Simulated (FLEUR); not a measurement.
Computed results, one entry a study.

```xyz
2
Lattice="-2.884 2.884 2.884 0.000 0.000 2.884 0.000 2.884 0.000" Properties=species:S:1:pos:R:3 pbc="T T T" subject="Collinear magnetic orders of Cr (Chromium) with FLEUR" method="PBE; all-electron FLAPW, Dirac cores, scalar-relativistic bands (and 1 further level or step)" program="FLEUR MaX-R8.1" settings_of_one_run="kmax 3.6 1/bohr, gmax 10.8 1/bohr, muffin tin radii Cr: 2.3 bohr, lmax Cr: [8, 6], hist occupations, smearing width 0.05 eV, mixer Anderson, mixing 0.05, max iterations 90, stop 2.00e-5 me/bohr³, collinear spin, 8×16×16 k-mesh, mesh matched on, starting moments 2.5 -2.5 μB" cost="4 runs, 17 min in all on 2 MPI ranks of Arm Neoverse V2, shared host (the runs of this entry)" notes="Only 3 starts were tried; other patterns of signs, canted and longer-period orders were not." lowest_state_found="antiferromagnetic (initial antiferro q=(1/2,1/2,1/2) +-)" largest_site_spin_moment="1.18 μB" next_finished_state="non-magnetic, 19.7 meV a seeded atom higher" orbital_moment_on_the_atom_of_largest_spin_along_its_spin_spin_orbit_run="-0.00754 μB"
Cr    0.000    0.000    0.000
Cr   -1.442    1.442    1.442
```

[Logs and program files are shortened in this print: banners, set-up blocks, solver, clock and traceback lines can be left out without a mark of their own.]

[Logs are printed without paths, hosts, clocks, repeated set-up lines and the standing remarks that a program may print on its own settings, such as how far it seeks lower states.]

[Hosts, paths, dates, database ids (printed as entryN), source tags and the programs' standing remarks are cut or masked in the printed files.]

[Where a cell is said to come from a database of computed structures, the database is the Materials Project.]
